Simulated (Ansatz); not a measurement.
# Which site? Si in place of C in C(111) slab, H on both faces (288 atoms), part 2 of 2

Aim: make Si in place of C at several sites of C(111) slab, H on both faces (288 atoms), relax each, and compare their energies.

Ansatz 0.2.0; Kohn-Sham DFT, PBE+D3(BJ), PAW (set soft_2), plane waves.

The cell: 256 C and 32 H. Only the Γ point is sampled, in a cell whose shortest periodic width is 9 Å.

So far. Step 2 (Single point at the start): The r.m.s. force at the start is 1.00 eV/Å. Step 3 (Relaxation): The relaxation converged after 4 steps, 7.51 eV below its start, with a largest force component of 0.043 eV/Å.

## (5) Si on a site of C, site C16

The site has 4 bonded neighbours (C4) at 1.54 Å on average, by cutoffs that count no bonds between two metal atoms or like ions, in the slab. The change is made in the relaxed cell and the atoms are relaxed again, with spin allowed.

Contents of input.yaml:

```yaml
crystal:
  lattice:
    - [10.089, 0.0, 0.0]
    - [-5.0445, 8.73733, 0.0]
    - [0.0, 0.0, 29.11071]
  atoms:
    [... atom lines 1 to 12 left out ...]
    - { symbol: C, position: [0.33347, 0.91668, 0.68482], spin: 0.6 }
    - { symbol: C, position: [0.25006, 0.99997, 0.66732] }
    - { symbol: C, position: [0.16678, 0.8333, 0.75465], spin: 0.6 }
    - { symbol: Si, position: [0.33343, 0.91663, 0.73803], spin: 0.6 }
    - { symbol: C, position: [0.33339, 0.66658, 0.26194] }
    - { symbol: C, position: [0.25006, 0.74988, 0.2453] }
    - { symbol: C, position: [0.16671, 0.58325, 0.3326] }
    [... atom lines 20 to 288 left out ...]
magnetization:
  spin_polarized: true
kpoints:
  mp_grid: { grid: [1, 1, 1] }
hamiltonian:
  xc: pbe
  dispersion: d3bj
scf:
  occupations: { method: fermi_dirac, width: 0.025 }
  lower_state_search: "off"
output:
  forces: true
  eigenvalues: true
relax:
  f_tol: 0.05
  max_steps: 90
```

Run with:

```
ansatz run input.yaml --threads 8 --pin off --max-ram 15872MiB --backend cpu --events-out ev --progress --plain --runs-dir out
```

Numbers of over 12 decimals in the logs are rounded to 6 here.

Output:

```text
[...]
Crystal: 288 atoms, lattice volume = 2566.136 Å³
Basis set: ecut = 420 eV, 50053 PW (Γ), exchange–correlation on 144×144×400 points (8 copies of the dense FFT grid, shifted against one another)
Bands: 818, of which v1, the nominal top of the filled ones, is band 528 counted from 1 (527 counted from 0)
Symmetry: 1 space group operations
[...]
k-points: 1
[...]
Starting moments: Σ|m| = 3 μB on 5 of 288 sites
[...]
SCF iter   1: F=—  HF=-65231.958833 eV  |F-HF|=—  |Δ(HF+E_count)|=         —  Δρ=5.87e-2 (↑5.71e-2 ↓5.87e-2)  dr2=2.84e2  dr2_m=5.45e-1  M=0.000 μB ∫|m|=0.862 μB  β_m=0.30  ethr=3.10e-3  ⟨swp⟩=8.0  Hψ=8653  notcnv=0  defer=297
[...]
spin=Collinear: Resta preconditioning applied to the charge; magnetization (m = ρ↑ − ρ↓) channel mixes plain (no charge-response kernel on spin).
SCF iter   2: F=—  HF=-65181.500983 eV  |F-HF|=—  |Δ(HF+E_count)|=    5.05e1  Δρ=4.08e-2 (↑4.00e-2 ↓4.08e-2)  dr2=1.34e2  dr2_m=2.76e-1  M=0.000 μB ∫|m|=0.436 μB  β_m=0.30  ethr=3.10e-3  ⟨swp⟩=3.0  Hψ=2686  notcnv=0  defer=554
[...]
SCF iter   7: F=—  HF=-65139.791568 eV  |F-HF|=—  |Δ(HF+E_count)|=   2.30e-2  Δρ=8.33e-4 (↑6.83e-4 ↓8.33e-4)  dr2=6.28e-3  dr2_m=1.22e-2  M=0.000 μB ∫|m|=0.119 μB  β_m=0.30  ethr=1.37e-6  ⟨swp⟩=5.0  Hψ=2716  notcnv=0  defer=564
[...]
spin-set hold released at iteration 7 (site moments contracting): the magnetisation degrees of freedom join the quasi-Newton model from the next iteration; the mixer history was flushed
SCF iter   8: F=—  HF=-65139.795858 eV  |F-HF|=—  |Δ(HF+E_count)|=   4.29e-3  Δρ=5.93e-4 (↑5.20e-4 ↓5.93e-4)  dr2=1.74e-3  dr2_m=6.80e-3  M=0.000 μB ∫|m|=0.094 μB  β_m=0.64  ethr=5.95e-7  ⟨swp⟩=4.0  Hψ=2093  notcnv=0  defer=562
[...]
SCF iter  12: F=-65139.802574 eV  HF=-65139.802575 eV  |F-HF|=1.13e-7  |Δ(HF+E_count)|=   1.55e-6  Δρ=1.49e-6 (↑1.49e-6 ↓1.41e-6)  dr2=1.65e-7  dr2_m=3.10e-8  M=0.000 μB ∫|m|=0.001 μB  ethr=1.28e-10  ⟨swp⟩=3.5  Hψ=6643  notcnv=0
WARN: the starting moments were not kept: the SCF closed with an absolute magnetisation of 6.3e-4 μB, where they sum to 3 μB in size (5 sites). That is at most 0.1 of that sum. Measured as dr2_m measures the in/out step, that magnetisation stands 8.0e-9 eV from none, [...]
SCF 1 converged in 12 iterations: F = -65139.802574 eV  dr2 = 1.65e-7
[...]
relax step   1: F+E_penalty+E_count = -65139.80257446 eV  Δ(F+E_penalty+E_count) = +0.000e0 eV  max|allowed force component| = 1.285e1 eV/Å  Δτ_max = 0.0000 Å  (12 SCF iters, dr2 threshold 6.25e-5 eV, accepted)
[... from here on, the SCF cycles and remarks between the steps are left out ...]
relax step   2: F+E_penalty+E_count = -65144.05920376 eV  Δ(F+E_penalty+E_count) = -4.257e0 eV  max|allowed force component| = 5.431e0 eV/Å  Δτ_max = 0.1776 Å  (6 SCF iters, dr2 threshold 1.00e-4 eV, accepted)
relax step   3: F+E_penalty+E_count = -65144.80970923 eV  Δ(F+E_penalty+E_count) = -7.505e-1 eV  max|allowed force component| = 1.547e0 eV/Å  Δτ_max = 0.1238 Å  (6 SCF iters, dr2 threshold 1.00e-4 eV, accepted)
relax step   4: F+E_penalty+E_count = -65145.43581051 eV  Δ(F+E_penalty+E_count) = -6.261e-1 eV  max|allowed force component| = 4.102e-1 eV/Å  Δτ_max = 0.1715 Å  (5 SCF iters, dr2 threshold 1.00e-4 eV, accepted)
relax step   5: F+E_penalty+E_count = -65145.49997956 eV  Δ(F+E_penalty+E_count) = -6.417e-2 eV  max|allowed force component| = 3.650e-1 eV/Å  Δτ_max = 0.1026 Å  (5 SCF iters, dr2 threshold 1.18e-5 eV, accepted)
relax step   6: F+E_penalty+E_count = -65145.49127479 eV  Δ(F+E_penalty+E_count) = +8.705e-3 eV  max|allowed force component| = 3.701e-1 eV/Å  Δτ_max = 0.0368 Å  (5 SCF iters, dr2 threshold 9.37e-6 eV, rejected (line search))
relax step   7: F+E_penalty+E_count = -65145.51347888 eV  Δ(F+E_penalty+E_count) = -1.350e-2 eV  max|allowed force component| = 1.073e-1 eV/Å  Δτ_max = 0.0179 Å  (7 SCF iters, accepted)
relax step   8: F+E_penalty+E_count = -65145.51524282 eV  Δ(F+E_penalty+E_count) = -1.764e-3 eV  max|allowed force component| = 8.475e-2 eV/Å  Δτ_max = 0.0214 Å  (8 SCF iters, accepted)
relax step   9: F+E_penalty+E_count = -65145.51562231 eV  Δ(F+E_penalty+E_count) = -3.795e-4 eV  max|allowed force component| = 1.350e-2 eV/Å  Δτ_max = 0.0050 Å  (5 SCF iters, accepted)
SCF converged after 5 iterations
Magnetization: 0.0000 μB (528.0000 up, 528.0000 down)
Absolute magnetization: 0.0000 μB (∫|ρ↑−ρ↓|, with the PAW one-centre terms)
[...]
Per-site moments (μB) at R_I (Å): [(6.226573822850842e-9, 0.632973), (-1.2811556075553924e-9, 0.457313), (3.1876904608618653e-9, 0.635354), (-5.39127395531659e-9, 0.636422), (1.647000160738009e-9, 0.635192), [...]
Free energy (F): -65145.515622 eV
[...]
Internal energy: -65145.515622 eV  (E = F + TS)
E sigma→0 (E₀):  -65145.515622 eV
Fermi energy:    7.499959 eV
[...]
--- Forces (eV/Å), atoms counted from 1 ---
  atom   1  C     -0.00003388    -0.00000832     0.00001022
  atom   2  C      0.00001033    -0.00005338    -0.00016183
  atom   3  C     -0.00002809    -0.00001657    -0.00002375
  atom   4  C      0.00001585    -0.00001271    -0.00009733
  atom   5  C      0.00009936    -0.00008756     0.00001002
  atom   6  C     -0.00003531    -0.00002371    -0.00022487
  atom   7  C      0.00000524     0.00002310    -0.00014968
  atom   8  C     -0.00016434     0.00011249    -0.00029930
  atom   9  C      0.00029996     0.00017062    -0.00027682
  atom  10  C      0.00000792    -0.00002419    -0.00060716
  atom  11  C      0.00165490    -0.00094193     0.00121384
  atom  12  C     -0.00157456    -0.00091574    -0.00078944
  atom  13  C      0.00000339    -0.00002401    -0.00579350
  atom  14  C     -0.00321671     0.00183713     0.00101060
[...]
atom 287  H      0.00000478    -0.00000276     0.00002540
  atom 288  H     -0.00000886    -0.00000799     0.00036221
  max |Σ_I F_I| component: 4.99e-6 eV/Å
--- Band table (eV) ---
[...]
--- Relaxed structure (9 steps of the walk, 8 accepted, 0 SCFs on fresh bases) ---
  F+E_penalty+E_count = -65145.51562231 eV   max|allowed force component| = 1.350e-2 eV/Å
  atoms:
    - { symbol: C, position: [0.333415, 0.916603, 0.261793] }
    - { symbol: C, position: [0.250081, 0.999937, 0.245175] }
    - { symbol: C, position: [0.166752, 0.833272, 0.332486] }
    - { symbol: C, position: [0.333415, 0.916603, 0.314975] }
[...]
- { symbol: H, position: [0.915917, 0.081605, 0.792266] }
```

Run time: 19 min. Hardware: 8 threads of Arm Neoverse V1, shared host; peak memory 8.7 GiB; 2.4 h of CPU time.

The program notes that starting moments were not kept.

The relaxation converged after 9 steps, 5.71 eV below its start, with a largest force component of 0.014 eV/Å.

The surroundings of the Si atom, after relaxation, nearest first, numbered as they follow in the input and with coordinates relative to it.

| atom | x | y | z | distance (Å) | bonds |
| --- | --- | --- | --- | --- | --- |
| Si16 | 0.00 | 0.00 | 0.00 | 0.00 | 4 |
| C47 | 1.47 | -0.85 | 0.40 | 1.75 | 4 |
| C175 | 0.00 | 1.70 | 0.40 | 1.75 | 4 |
| C15 | -1.47 | -0.85 | 0.40 | 1.75 | 4 |
| C13 | 0.00 | 0.00 | -1.85 | 1.85 | 4 |
| H262 | 1.68 | -0.97 | 1.47 | 2.44 | 1 |
| H278 | 0.00 | 1.94 | 1.47 | 2.44 | 1 |
| H258 | -1.68 | -0.97 | 1.47 | 2.44 | 1 |
| C32 | 1.30 | -2.22 | -0.24 | 2.58 | 4 |
| C48 | 2.57 | -0.01 | -0.24 | 2.58 | 4 |
| C176 | 1.28 | 2.23 | -0.24 | 2.58 | 4 |
| C112 | -1.28 | 2.23 | -0.24 | 2.58 | 4 |
| C208 | -1.30 | -2.22 | -0.24 | 2.58 | 4 |
| C160 | -2.57 | -0.01 | -0.24 | 2.58 | 4 |

The column of bonds counts only the pairs C-C within 1.85 Å, C-H within 1.34 Å, C-Si within 2.23 Å; other neighbours, such as metal atoms beside each other in a compound, aren't counted, and periodic images can show an atom twice.

The largest move is 0.51 Å, by H262.

## (6) Si on a site of C, site C250

The site has 4 bonded neighbours (C4) at 1.54 Å on average, in the slab. 

Input and log are left out; they have the form of those shown for this kind of step.

Wall time 10 min (8 threads of Arm Neoverse V1, shared host); peak memory 8.7 GiB.

The relaxation converged after 5 steps, 4.48 eV below its start, with a largest force component of 0.039 eV/Å.

Local excerpt of 10 atoms (numbers count through the whole input) about the Si atom, after relaxation; x, y, z are measured from there.

```csv
atom,x,y,z,distance (Å),bonds
Si250,0.00,0.00,0.00,0.00,4
C105,1.41,-0.81,0.57,1.73,4
C57,0.00,1.63,0.57,1.73,4
C249,-1.41,-0.81,0.57,1.73,4
C247,0.00,0.00,-1.73,1.73,4
C58,1.27,2.23,0.01,2.57,4
C234,-1.27,2.23,0.01,2.57,4
C218,-2.57,-0.01,0.01,2.57,4
C106,2.57,-0.01,0.01,2.57,4
C154,1.29,-2.22,0.01,2.57,4
```

The column of bonds counts only the pairs C-C within 1.85 Å, C-H within 1.34 Å, C-Si within 2.12 Å; other neighbours, such as metal atoms beside each other in a compound, aren't counted, and periodic images can show an atom twice.

The largest move is 0.19 Å, by C247.

## (7) The sites compared

All these cells hold the same atoms, so their energies can be compared with no chemical potential.

```
site  neighbours  mean distance (Å)  atoms within 6 Å  energy over the best site (eV)  before relaxation (eV)  gain on relaxing (eV)
 C16          C4               1.54               121                            0.00                    0.06                   5.71
C250          C4               1.54               158                            1.17                    0.00                   4.48
```

Neighbours are those of the relaxed host within 1.85 Å (C-C), 1.34 Å (C-H); other pairs aren't counted.

## (8) Outcome

The cheapest site is C16 (4 neighbours, C4); the dearest, C250 (4 neighbours, C4), costs 1.2 eV more. Sites with the same first shell differ by up to 1.17 eV, from their geometry, farther neighbours or both. Relaxation changes the order: the best site before relaxing was C250.

**Limits.** Defects are neutral and interact with their images. The reference ran with fermi-dirac smearing of 0.025 eV, but 2 of the 2 defect cells with fermi-dirac smearing of 0.025 eV, spin polarised. In the spin-polarised runs the search for a state of lower energy was switched off. Only 2 of the 256 C sites were tried, so a cheaper one may exist.

The DFT runs together took 33 min of wall time.

[Logs are printed without paths, hosts, clocks, repeated set-up lines and the standing remarks that a program may print on its own settings, such as how far it seeks lower states.]

[Hosts, paths, dates, database ids (printed as entryN), source tags and the programs' standing remarks are cut or masked in the printed files.]
